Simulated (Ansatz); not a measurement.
# Phonons of YRh (Pm-3m) against volume

Does YRh (Pm-3m) expand much on heating, by its phonons?

Calculated with Ansatz 0.2.0; DFT PBEsol, scalar-relativistic, plane waves, PAW; PAW set soft_1.

**1. Set-up**

It takes space group Pm-3m (No. 221, cubic). The conventional cell has a = 3.383 Å, b = 3.383 Å, c = 3.383 Å, α = 90.00°, β = 90.00°, γ = 90.00°. Nearest to Y lie 8 Rh at 2.93 Å. Rh has 8 Y at 2.93 Å nearest. Farther neighbours are not listed.

**2. Response at finite wavevector**

The cell comes from relaxations at this level that are not shown. Stability and thermal properties need the whole zone. Linear response on a 4×4×4 q mesh gives force constants as far as a supercell of that size would.

input.yaml

```yaml
crystal:
  lattice:
    - [3.3834636032, 0.0, 0.0]
    - [0.0, 3.3834636032, 0.0]
    - [0.0, 0.0, 3.3834636032]
  atoms:
    - { symbol: "Y", position: [0.5, 0.5, 0.5] }
    - { symbol: Rh, position: [0.0, 0.0, 0.0] }
kpoints:
  mp_grid: { grid: [12, 12, 12] }
hamiltonian:
  xc: pbesol
  pseudopotentials: { kind: paw, azcp: { folder: soft_1 }, xc_functional: pbe }
scf:
  occupations: { method: methfessel_paxton, width: 0.2 }
output:
  eigenvalues: true
phonons:
  method: dfpt
  qmesh: [4, 4, 4]
  temperatures: { t_max: 1000, t_step: 50 }
  qpath:
    path:
      - [[0.0, 0.0, 0.0], [0.0, 0.5, 0.0], [0.5, 0.5, 0.0], [0.0, 0.0, 0.0], [0.5, 0.5, 0.5], [0.0, 0.5, 0.0]]
      - [[0.5, 0.5, 0.5], [0.5, 0.5, 0.0]]
    npoints: 10
```

The run is started by

```
> ansatz run input.yaml --threads 4 --pin off --max-ram 10240MiB --backend cpu --events-out ev --progress --plain --runs-dir out
```

Numbers of over 12 decimals in the logs are rounded to 6 here.

The program printed:

```text
Engine: ansatz 0.2.0, aarch64-unknown-linux-gnu
Pseudopotentials: kind: paw
Pseudopotential: Y, paw, valence charge 11, recommended cutoff 420 eV (normal), soft_1/Y.paw.azcp
Pseudopotential: Rh, paw, valence charge 17, recommended cutoff 420 eV (normal), soft_1/Rh.paw.azcp
Functional definition: PBEsol
  exchange = pbesol_x
  correlation = pbesol_c
Crystal: 2 atoms, lattice volume = 38.733 Å³
Basis set: ecut = 420 eV, 739 PW (Γ), exchange–correlation on 48×48×48 points (8 copies of the dense FFT grid, shifted against one another)
Bands: 18, of which v1, the nominal top of the filled ones, is band 14 counted from 1 (13 counted from 0)
Symmetry: 48 space group operations
k-points: 84 of 1728
Non-local potential: Y, projectors of the file, l = 0: 3, l = 1: 2, l = 2: 2, l = 3: 1
Non-local potential: Rh, projectors of the file, l = 0: 3, l = 1: 2, l = 2: 2, l = 3: 1
PAW form: soft (Blöchl's): semilocal exchange-correlation on the pseudo side does not see the compensation charge
PAW frozen core: Y, regenerated for the run's functional, and the local potential with it (the file was generated under x = pbe(κ = 0.804, μ = 0.219515), c = pbe(β = 0.066725))
PAW frozen core: Rh, regenerated for the run's functional, and the local potential with it (the file was generated under x = pbe(κ = 0.804, μ = 0.219515), c = pbe(β = 0.066725))
PAW one-centre angular grid: Y, 590 points (default); XC on 64 Gauss nodes
PAW one-centre angular grid: Rh, 590 points (default); XC on 64 Gauss nodes
Initial density: superposition of atomic densities (chi_scale 0.1, normalization cell, long waves kept (reshape's long-wave potential 0.00 eV rms))
Initial wavefunctions: pseudopotential atomic-orbital guess
Functional: x = pbesol(κ = 0.804, μ = 0.123457), c = pbesol(β = 0.046)
SCF iter   1: F=—  HF=-10140.534860 eV  |F-HF|=—  |Δ(HF+E_count)|=         —  Δρ=2.65e-1  dr2=4.53e1  ethr=3.10e-3  ⟨swp⟩=4.1  Hψ=6006  notcnv=0
preconditioner: auto → none  [metal: Δε(μ)=0.012 eV  Ē_g=11.580 eV  σ=0.200 eV  W_gap=0.05  n_scr=6 (ndim 8)  ℏωp=25.3 eV  f_vac=0.000  D(μ)=0.49/eV (n_scr^D=0)  sad-step TF]
SCF iter   2: F=—  HF=-10137.716203 eV  |F-HF|=—  |Δ(HF+E_count)|=    2.82e0  S|Δr|=    0.00e0  Δρ=1.73e-1  dr2=2.09e1  ethr=3.10e-3  ⟨swp⟩=4.7  Hψ=10586  notcnv=0
automatic band count: the SCF goes on with 22 bands, as 18 were too few: they end inside the smearing window of the response
SCF iter   3: F=—  HF=-10135.533805 eV  |F-HF|=—  |Δ(HF+E_count)|=    2.18e0  S|Δr|=    0.00e0  Δρ=2.72e-2  dr2=2.73e-1  ethr=3.10e-3  ⟨swp⟩=2.1  Hψ=3564  notcnv=0  defer=180
SCF iter   4: F=—  HF=-10135.491326 eV  |F-HF|=—  |Δ(HF+E_count)|=   4.25e-2  S|Δr|=    0.00e0  Δρ=8.20e-3  dr2=2.39e-2  ethr=9.75e-4  ⟨swp⟩=1.7  Hψ=2469  notcnv=0  defer=180
SCF iter   5: F=—  HF=-10135.488161 eV  |F-HF|=—  |Δ(HF+E_count)|=   3.17e-3  S|Δr|=    0.00e0  Δρ=1.03e-3  dr2=8.18e-4  ethr=8.52e-5  ⟨swp⟩=1.0  Hψ=1671  notcnv=0  defer=180
SCF iter   6: F=—  HF=-10135.488068 eV  |F-HF|=—  |Δ(HF+E_count)|=   9.27e-5  S|Δr|=    0.00e0  Δρ=2.83e-4  dr2=2.24e-5  ethr=2.92e-6  ⟨swp⟩=2.1  Hψ=2158  notcnv=0  defer=180
SCF iter   7: F=—  HF=-10135.488066 eV  |F-HF|=—  |Δ(HF+E_count)|=   1.83e-6  S|Δr|=    0.00e0  Δρ=5.42e-5  dr2=8.88e-7  ethr=8.02e-8  ⟨swp⟩=2.3  Hψ=2431  notcnv=0  defer=180
SCF iter   8: F=—  HF=-10135.488067 eV  |F-HF|=—  |Δ(HF+E_count)|=   7.60e-7  S|Δr|=    0.00e0  Δρ=4.76e-6  dr2=8.57e-9  ethr=3.17e-9  ⟨swp⟩=2.5  Hψ=2581  notcnv=0  defer=180
SCF iter   9: F=—  HF=-10135.488067 eV  |F-HF|=—  |Δ(HF+E_count)|=   1.28e-9  S|Δr|=    0.00e0  Δρ=3.57e-7  dr2=3.38e-11  ethr=3.06e-11  ⟨swp⟩=2.2  Hψ=2453  notcnv=0  defer=180
SCF iter  10: F=-10135.488067 eV  HF=-10135.488067 eV  |F-HF|=7.28e-12  |Δ(HF+E_count)|=  1.09e-11  S|Δr|=    0.00e0  Δρ=2.86e-8  dr2=3.33e-13  ethr=1.00e-12  ⟨swp⟩=10.4  Hψ=8469  notcnv=0
SCF 1 converged in 10 iterations: F = -10135.488067 eV  dr2 = 3.33e-13
  greatest PAW one-centre occupation: 0.999 electrons in one spin orbital (limit 2), on the Rh atom at site 1 (counted from 0), in its partial waves of l = 0
Initial density: read from a saved state, or passed on in memory by an earlier SCF of this step, an earlier step, the calling program or the single point that the run made first
iter 1 solved again at ethr=2.49e-8 eV; its pass at ethr=3.10e-3 eV (dr2=6.97e-6 eV) is discarded
SCF iter   1: F=—  HF=-10135.488067 eV  |F-HF|=—  |Δ(HF+E_count)|=         —  Δρ=6.53e-7  dr2=1.47e-10  ethr=2.49e-8  ⟨swp⟩=3.0  Hψ=10329  notcnv=0
eigensolver tolerance schedule: the retry pair's looser diagonalisation over-reported the residual by 47269.02 of it (diagonalisation noise at 0.61 of the residual, at the tolerance the schedule requests for it); recorded, not acted on — ethr = c·dr2/N_el stays at c = 1.0e-1
preconditioner: auto → none  [metal: Δε(μ)=0.071 eV  Ē_g=11.537 eV  σ=0.200 eV  W_gap=0.29  n_scr=6 (ndim 8)  ℏωp=25.3 eV  f_vac=0.000  D(μ)=1.30/eV (n_scr^D=6)]
SCF iter   2: F=—  HF=-10135.488067 eV  |F-HF|=—  |Δ(HF+E_count)|=   3.05e-7  S|Δr|=    0.00e0  Δρ=4.98e-7  dr2=9.51e-11  ethr=1.00e-12  ⟨swp⟩=3.1  Hψ=3231  notcnv=0
SCF iter   3: F=—  HF=-10135.488067 eV  |F-HF|=—  |Δ(HF+E_count)|=  7.28e-12  S|Δr|=    0.00e0  Δρ=2.82e-7  dr2=2.93e-11  ethr=1.00e-12  ⟨swp⟩=1.0  Hψ=1512  notcnv=0
SCF iter   4: F=—  HF=-10135.488067 eV  |F-HF|=—  |Δ(HF+E_count)|=  7.28e-12  S|Δr|=    0.00e0  Δρ=1.77e-7  dr2=1.14e-11  ethr=1.00e-12  ⟨swp⟩=1.0  Hψ=1512  notcnv=0
SCF iter   5: F=—  HF=-10135.488067 eV  |F-HF|=—  |Δ(HF+E_count)|=  3.64e-12  S|Δr|=    0.00e0  Δρ=1.88e-7  dr2=1.27e-11  ethr=1.00e-12  ⟨swp⟩=1.0  Hψ=1848  notcnv=0
SCF iter   6: F=-10135.488067 eV  HF=-10135.488067 eV  |F-HF|=3.64e-12  |Δ(HF+E_count)|=    0.00e0  S|Δr|=    0.00e0  Δρ=1.23e-7  dr2=5.43e-12  ethr=1.00e-12  ⟨swp⟩=1.0  Hψ=3360  notcnv=0
SCF 2 converged in 6 iterations: F = -10135.488067 eV  dr2 = 5.43e-12
phonons: the bands overlap, so this run is a metal and interpolates without the dipole-dipole term. If the crystal is really an insulator or semiconductor, its LO-TO splitting is missing
NSCF: frozen V_eff on 84 k-points
NSCF: frozen V_eff on 196 k-points
DFPT response loops at q = (0, 0, 0) (fractional): preconditioner auto → Kerker (q_TF=auto, 2.585 Å⁻¹) (partly filled bands, converged f_vac=0.000); β = 1.00, the filter's whole step (`scf.mixing.beta` (0.50) is not read by the response loops under this deck's `scf.mixing.preconditioner`; to damp them name `kerker` or `kerker_dos`, under which they read `scf.mixing.beta`, and type it under 1.00, their step now; both keys bind the ground state too); Broyden in place of MSR1
NSCF: frozen V_eff on 1176 k-points
DFPT response loops at q = (0, 0, 0.25) (fractional): mixed as the last ones told, above
NSCF: frozen V_eff on 686 k-points
DFPT response loops at q = (0, 0, -0.5) (fractional): mixed as the last ones told, above
NSCF: frozen V_eff on 2016 k-points
DFPT response loops at q = (0, 0.25, 0.25) (fractional): mixed as the last ones told, above
NSCF: frozen V_eff on 1176 k-points
DFPT response loops at q = (0, 0.25, -0.5) (fractional): mixed as the last ones told, above
NSCF: frozen V_eff on 686 k-points
DFPT response loops at q = (0, -0.5, -0.5) (fractional): mixed as the last ones told, above
NSCF: frozen V_eff on 1872 k-points
DFPT response loops at q = (0.25, 0.25, 0.25) (fractional): mixed as the last ones told, above
NSCF: frozen V_eff on 2016 k-points
DFPT response loops at q = (0.25, 0.25, -0.5) (fractional): mixed as the last ones told, above
NSCF: frozen V_eff on 1176 k-points
DFPT response loops at q = (0.25, -0.5, -0.5) (fractional): mixed as the last ones told, above
NSCF: frozen V_eff on 392 k-points
DFPT response loops at q = (-0.5, -0.5, -0.5) (fractional): mixed as the last ones told, above
SCF converged after 10 iterations
Stability not checked: this state was not tested for a lower state beside it, because cold or Methfessel-Paxton smearing, or corrected tetrahedra, fill the levels in a way that the test cannot read (fill_not_monotonic; see scf.lower_state_search)
Free energy (F): -10135.488067 eV
Harris-Foulkes:  -10135.488067 eV  (|F-HF|=7.28e-12)
Internal energy: -10135.485312 eV  (E = F + TS)
E sigma→0 (E₀):  -10135.487378 eV
Entropy (-TS):   -0.002755 eV (-1.378 meV/atom)
Fermi energy:    15.923460 eV
--- Per-component energies (eV) ---
  E_band       = -230.812116
  E_kinetic    = 857.963968
  E_local      = -2424.162465  (includes V_loc(G=0)·N_el)
  E_nonlocal   = 330.945348
  E_hartree    = 897.762217
  E_xc         = -379.332003
  E_vxc        = -459.504977  (∫ρ·V_xc dr)
  E_paw        = -6305.445019  (= ΣΔE_a)
  E_vpaw       = -331.578590  (= ΣTr[D̂ρ^β])
  E_aug_tail   = 0.000138  (compensation charges beyond the density's cutoff)
  E_ewald      = -3113.642469
  E_core_change = 0.424974  (= ΣΔE_core)
  E_smearing   = -0.002755  (= −TS)
  E_closure    = 0.000000  (closes the sum)
  Σ components = -10135.488067   (vs F -10135.488067, Δ=0.00e0)
--- Band table (eV; the first three rows and the last of 84) ---
  k-point 0: bands = [... 10 lower, 11.9025, 14.2214, 14.2214, 14.2214, 18.1841, 18.1841, 21.9983, 21.9983, ... 4 higher]
  k-point 1: bands = [... 10 lower, 11.9954, 14.2082, 14.2082, 14.2429, 18.0699, 18.2243, 21.3854, 21.3854, ... 4 higher]
  k-point 2: bands = [... 10 lower, 12.2521, 14.1749, 14.1749, 14.3027, 17.7527, 18.2818, 20.4109, 20.4109, ... 4 higher]
  k-point 83: bands = [... 10 lower, 13.4745, 14.8626, 14.8626, 14.8626, 15.2845, 15.2845, 20.9917, 22.9638, ... 4 higher]
--- Phonons (Γ-DFPT): 2 representative perturbations + reference (Σ response iterations 6) ---
  ASR residual: 4.120e-5 → 0.000e0 eV/Å²; symmetrization residual: 2.304e-5 eV/Å²
  ASR residual per site (eV/Å²): 4.12e-5 3.61e-5
  Γ frequencies (cm⁻¹): 0.00 0.00 0.00 145.79 145.79 145.79
--- Phonons (arbitrary-q DFPT): 10 irreducible q on the 4×4×4 mesh ---
  q = [0.0000, 0.0000, 0.0000] (star 1, of the zone-centre solve; hermiticity 1.24e-5, symmetrization 3.25e-12): -0.00 0.00 0.00 145.79 145.79 145.79
  q = [0.0000, 0.0000, 0.2500] (star 6, 4 solved perturbations in 1848 linear systems a pass and spin channel, the states on 588 of 1728 k-point pairs; hermiticity 3.73e-6, symmetrization 6.80e-13): 52.47 52.47 95.24 134.13 134.13 181.02
  q = [0.0000, 0.0000, -0.5000] (star 3, 4 solved perturbations in 1078 linear systems a pass and spin channel, the states on 343 of 1728 k-point pairs; hermiticity 6.60e-8, symmetrization 3.90e-8): 89.94 89.94 111.09 111.09 127.31 208.01
  q = [0.0000, 0.2500, 0.2500] (star 12, 4 solved perturbations in 3108 linear systems a pass and spin channel, the states on 1008 of 1728 k-point pairs; hermiticity 3.24e-6, symmetrization 3.43e-14): 70.31 72.41 116.97 126.78 167.13 168.85
  q = [0.0000, 0.2500, -0.5000] (star 12, 6 solved perturbations on 588 of 1728 k-point pairs; hermiticity 4.93e-6, symmetrization 7.35e-8): 91.29 101.10 102.63 115.77 159.11 203.23
  q = [0.0000, -0.5000, -0.5000] (star 3, 4 solved perturbations in 1078 linear systems a pass and spin channel, the states on 343 of 1728 k-point pairs; hermiticity 3.95e-6, symmetrization 6.48e-11): 90.92 95.25 95.25 116.15 192.11 192.11
  q = [0.2500, 0.2500, 0.2500] (star 8, 2 solved perturbations on 936 of 1728 k-point pairs; hermiticity 1.67e-6, symmetrization 1.26e-13): 88.74 88.74 118.06 158.18 158.18 165.11
  q = [0.2500, 0.2500, -0.5000] (star 12, 4 solved perturbations in 3108 linear systems a pass and spin channel, the states on 1008 of 1728 k-point pairs; hermiticity 4.47e-6, symmetrization 7.74e-8): 103.37 103.50 112.02 145.71 158.92 196.46
  q = [0.2500, -0.5000, -0.5000] (star 6, 4 solved perturbations in 1848 linear systems a pass and spin channel, the states on 588 of 1728 k-point pairs; hermiticity 5.08e-6, symmetrization 1.72e-8): 105.08 105.08 113.97 151.02 190.19 190.19
  q = [-0.5000, -0.5000, -0.5000] (star 1, 2 solved perturbations on 196 of 1728 k-point pairs; hermiticity 2.81e-10, symmetrization 1.41e-10): 115.07 115.07 115.07 188.81 188.81 188.81
  sum rule: each row above includes the acoustic sum rule's correction from the zone centre's row sums; it moved no ω² by more than (0.35 cm⁻¹)²
  mesh force constants: q→R imaginary residual 1.50e-18; ASR residual 4.120e-5 → 0.000e0 eV/Å²; symmetrization residual 3.553e-15 eV/Å²
  interpolated dispersion: 62 rows × 6 modes
  density of states and harmonic sums: on the 20×20×20 q-mesh, interpolated from the force constants of a 4×4×4 supercell (no non-analytic term)
  largest difference from the sums on the solved wave vectors: F 1.23e-2 eV, S 1.63e-5 and C_V 4.01e-6 eV/K
  zero-point energy: 0.047498 eV/cell   skipped modes (ω ≤ 0): 3   left out of the sums: 6.25e-5 of the cell's modes: C_V's classical limit lies that fraction below 3 k_B per atom; for a crystal, a wire or a layer, F and S can be off by more, and a phonons.interpolated_qmesh denser along its periods is the remedy for the sampling
```

The job ended after 7.8 min (4 threads of Arm Neoverse N1, shared host; peak memory 1.9 GiB).

This step gave:

```yaml
volume_per_atom: 19.37 Å³
gap_on_the_k_mesh: 0 eV
sum_rule_residual_before_enforcement: 4.12e-5 eV/Å²
lowest_frequency_on_the_path: 0 cm⁻¹
point_group: m-3m
highest_frequency_on_the_path_or_at_a_solved_wavevector: 208.0 cm⁻¹
mean_frequency: 127.7 cm⁻¹
debye_temperature_second_moment: 249 K
logarithmic_mean_frequency: 120.9 cm⁻¹
highest_optical_mode_at_the_zone_centre_no_lo_to_term: 145.8 cm⁻¹
lowest_optical_zone_centre_mode: 145.8 cm⁻¹
lowest_mode_on_the_q_mesh_acoustic_modes_at_gamma_apart: 52.47 cm⁻¹
zero_point_energy_per_atom: 23.75 meV
heat_capacity_at_300_k: 24.11 J/(mol atoms K)
vibrational_entropy_at_300_k: 38.96 J/(mol atoms K)
```

Frequencies (cm⁻¹) solved at each irreducible wavevector; negative means imaginary. Frequencies by wavevector, by row:

```
q in reciprocal lattice units  star  mode 1  mode 2  mode 3  mode 4  mode 5  mode 6
                        0 0 0     1       0       0       0   145.8   145.8   145.8
                     0 0 0.25     6    52.5    52.5    95.2   134.1   134.1     181
                     0 0 -0.5     3    89.9    89.9   111.1   111.1   127.3     208
                  0 0.25 0.25    12    70.3    72.4     117   126.8   167.1   168.8
                  0 0.25 -0.5    12    91.3   101.1   102.6   115.8   159.1   203.2
                  0 -0.5 -0.5     3    90.9    95.2    95.2   116.2   192.1   192.1
               0.25 0.25 0.25     8    88.7    88.7   118.1   158.2   158.2   165.1
               0.25 0.25 -0.5    12   103.4   103.5     112   145.7   158.9   196.5
               0.25 -0.5 -0.5     6   105.1   105.1     114     151   190.2   190.2
               -0.5 -0.5 -0.5     1   115.1   115.1   115.1   188.8   188.8   188.8
```

Symmetry leaves 10 wavevectors to solve. The lowest mode among them, the acoustic zeros apart, lies at q = (0, 0, 0.25) and is real, 52.5 cm⁻¹.

**3. Relaxing at another volume, volume ratio 0.97**

The volume is scaled by 0.97 and held; symmetry leaves nothing to relax, so this is a single point. The modes can then be followed against volume.

input.yaml, the sections that differ from step 2:

```yaml
crystal:
  lattice:
    - [3.3492848664, 0.0, 0.0]
    - [0.0, 3.3492848664, 0.0]
    - [0.0, 0.0, 3.3492848664]
  atoms:
    - { symbol: "Y", position: [0.5, 0.5, 0.5] }
    - { symbol: Rh, position: [0.0, 0.0, 0.0] }
output:
  forces: true
  stress: true
  eigenvalues: true
# kpoints, hamiltonian, scf: as in step 2
# phonons: removed
```

The program printed:

```text
[...]
Crystal: 2 atoms, lattice volume = 37.571 Å³
Basis set: ecut = 420 eV, 739 PW (Γ), exchange–correlation on 48×48×48 points (8 copies of the dense FFT grid, shifted against one another)
Bands: 18, of which v1, the nominal top of the filled ones, is band 14 counted from 1 (13 counted from 0)
Symmetry: 48 space group operations
[...]
k-points: 84 of 1728
[...]
--- Band table (eV; the first three rows and the last of 84) ---
  k-point 0: bands = [... 10 lower, 12.3099, 14.7394, 14.7394, 14.7394, 18.8173, 18.8173, 22.7618, 22.7618]
  k-point 1: bands = [... 10 lower, 12.4088, 14.7263, 14.7263, 14.7618, 18.6957, 18.8618, 22.1207, 22.1207]
  k-point 2: bands = [... 10 lower, 12.6825, 14.6934, 14.6934, 14.8245, 18.3588, 18.9327, 21.1067, 21.1067]
  k-point 83: bands = [... 10 lower, 14.0044, 15.3758, 15.3758, 15.3758, 15.8573, 15.8573, 21.7536, 23.7572]
[key lines of the parts left out:]
SCF converged after 8 iterations
Free energy (F): -10135.474081 eV
Fermi energy:    16.527765 eV
P = ⅓ Tr σ = 3.9611 GPa (39.611 kbar)
```

Wall time 1.6 s (4 threads); peak memory 0.36 GiB; 5.2 s of CPU time.

Numbers from this step:

| Item | Value |
| --- | --- |
| pressure | 3.961 GPa |
| volume per atom | 18.79 Å³ |

The run ends at a pressure of 3.96 GPa.

(Part 1 of 2 ends here.)

[Logs are printed without paths, hosts, clocks, repeated set-up lines and the standing remarks that a program may print on its own settings, such as how far it seeks lower states.]

[Hosts, paths, dates, database ids (printed as entryN), source tags and the programs' standing remarks are cut or masked in the printed files.]
